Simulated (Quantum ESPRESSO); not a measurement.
# Barium (Im-3m): from the cell to the phonon bands, part 3 of 3

How does Barium (Im-3m) vibrate, and is this structure a minimum?

Quantum ESPRESSO 7.5; DFT LDA, scalar-relativistic, plane waves, PseudoDojo norm-conserving pseudopotentials.

So far, highest frequency (cm⁻¹): step 7 (interpolated phonon bands) 84.4. The relaxed cell has a = 4.770 Å (conventional setting).

The database entry behind the starting cell differs from later determinations by our own check (0.1 to 0.3 % short, probably kX units), so it need not match the best structure at ambient conditions.

### 8. Sums over the zone

Sums over the zone need many more wavevectors than were solved, so the interpolation is sampled on a dense mesh.

The input, matdyn.in:

```
&INPUT
  asr    = 'simple'
  flfrc  = 'x.fc'
  dos    = .true.
  fldos  = 'x.dos'
  nk1    = 13
  nk2    = 13
  nk3    = 13
  deltaE = 0.3
/
```

Started as:

```
$ matdyn.x -in matdyn.in > matdyn.out
```

The program printed:

```text
[banner, memory and clock lines left out]
Program MATDYN v.7.5

 mass for atomic type   1 not given; uses mass from file x.fc
     Message from routine matdyn:
     Z* not found in file x.fc, TO-LO splitting at q=0 will be absent!

Note: The following floating-point exceptions are signalling: IEEE_UNDERFLOW_FLAG
```

It took 0.79 s on 1 thread of Arm Neoverse V2, shared host.

Read from the output:

- share of modes beyond 3i cm⁻¹ on the dense interpolated mesh: 0
- zero-point energy per atom: 9.82 meV
- heat capacity at 300 K: 24.80 J/(mol atoms K)
- vibrational entropy at 300 K: 60.99 J/(mol atoms K)

Tetrahedra. The phonon density of states by wavenumber; read off at these points:

```
wavenumber (cm⁻¹)  phonon density of states (1/cm⁻¹/cell)
              0.0                                       0
              2.0                                  3.7e-5
              4.0                                  1.4e-4
              6.0                                  3.2e-4
              8.0                                 0.00104
             10.0                                 0.00144
             12.0                                 0.00227
             14.0                                 0.00487
             16.0                                 0.00604
             18.0                                 0.00821
             20.0                                  0.0131
             22.0                                  0.0181
             24.0                                  0.0301
             26.0                                  0.0386
             28.0                                  0.0382
             30.0                                  0.0445
             32.0                                  0.0464
             34.0                                  0.0481
             36.0                                  0.0525
             36.9                                  0.0547
             38.0                                  0.0533
             40.0                                  0.0454
             42.0                                  0.0414
             44.0                                  0.0392
             46.0                                  0.0387
             48.0                                  0.0412
             50.0                                  0.0429
             52.0                                  0.0527
             54.0                                  0.0629
             54.3                                  0.0634
             56.0                                  0.0616
             58.0                                  0.0585
             60.0                                  0.0571
             62.0                                  0.0454
             64.0                                  0.0424
             66.0                                  0.0417
             68.0                                  0.0403
             70.0                                  0.0483
             72.0                                  0.0583
             74.0                                  0.0786
             75.3                                   0.129
             76.0                                  0.0933
             78.0                                  0.0481
             80.0                                  0.0296
             82.0                                  0.0128
```

Harmonic thermodynamic functions per atom, summed over the density of states scaled to three modes an atom; melting is ignored. Thermodynamic functions:

```
T (K)  F_vib (meV/atom)  S (J/mol-atom/K)  C_V (J/mol-atom/K)
    0              9.82                 0                   0
   50              5.87             18.68               20.41
  100             -8.19             34.16               23.66
  200            -53.25             50.97               24.61
  300            -111.6             60.99                24.8
  400            -178.7             68.13               24.86
  500            -252.3             73.68               24.89
  600            -331.1             78.22               24.91
  700            -414.2             82.06               24.92
  800              -501             85.39               24.92
  900              -591             88.32               24.93
 1000              -684             90.95               24.93
```

At 300 K the heat capacity has reached 99 % of the Dulong-Petit value.

### 9. The dispersion under another sum rule (asr no)

The sum rule corrects the force constants themselves, so it can shift branches at any wavevector, low ones most.

The input, matdyn.in:

```
&INPUT
  asr              = 'no'
  flfrc            = 'x.fc'
  flfrq            = 'x.freq'
  flvec            = 'x.modes'
  q_in_band_form   = .true.
  q_in_cryst_coord = .true.
/
8
  0.0000000   0.0000000   0.0000000   8  ! GAMMA
  0.5000000   0.5000000  -0.5000000   8  ! H
  0.5000000  -0.0000000  -0.5000000   8  ! N
  0.0000000   0.0000000   0.0000000   8  ! GAMMA
  0.7500000   0.2500000  -0.2500000   8  ! P
  0.5000000   0.5000000  -0.5000000   1  ! H
  0.7500000   0.2500000  -0.2500000   8  ! P
  0.5000000  -0.0000000  -0.5000000   1  ! N
```

Started as:

```
$ matdyn.x -in matdyn.in > matdyn.out
```

The program printed:

```text
[banner, memory and clock lines left out]
Program MATDYN v.7.5

 mass for atomic type   1 not given; uses mass from file x.fc
     Message from routine matdyn:
     Z* not found in file x.fc, TO-LO splitting at q=0 will be absent!
     Message from routine matdyn:
     Z* not found in file x.fc, TO-LO splitting at q=0 will be absent!

Note: The following floating-point exceptions are signalling: IEEE_UNDERFLOW_FLAG
```

Run time: 0.45 s. Hardware: 1 thread.

Read from the output:

```yaml
lowest_frequency_on_the_path: 0.2826 cm⁻¹
```

At the labelled points the branches move by no more than 0.4 cm⁻¹.

### 10. Outcome

| Item | Value |
| --- | --- |
| space group after relaxation | Im-3m |
| volume per atom | 54.3 Å³ |
| q mesh | 4×4×4 |
| lowest mode on the q mesh (acoustic ones at the zone centre apart) | 17.7 cm⁻¹ |
| zero-point energy per atom | 9.82 meV |
| heat capacity at 300 K | 24.8 J/(mol atoms K) |
| vibrational entropy at 300 K | 61.0 J/(mol atoms K) |
| imaginary modes on the q mesh | none |

What this shows: Barium (Im-3m) is dynamically stable on the 4×4×4 mesh; its spectrum reaches 84 cm⁻¹. These are harmonic frequencies at zero temperature: anharmonic shifts and linewidths and thermal expansion are left out. Spin-orbit coupling is left out, which can matter for the heavy elements here. In a metal the frequencies hang on the k mesh and the smearing, most of all near Kohn anomalies.

[Host names and launcher messages were left out of these logs when they were recorded.]

[Logs are printed without paths, hosts, clocks, repeated set-up lines and the standing remarks that a program may print on its own settings, such as how far it seeks lower states.]

[Hosts, paths, dates, database ids (printed as entryN), source tags and the programs' standing remarks are cut or masked in the printed files.]
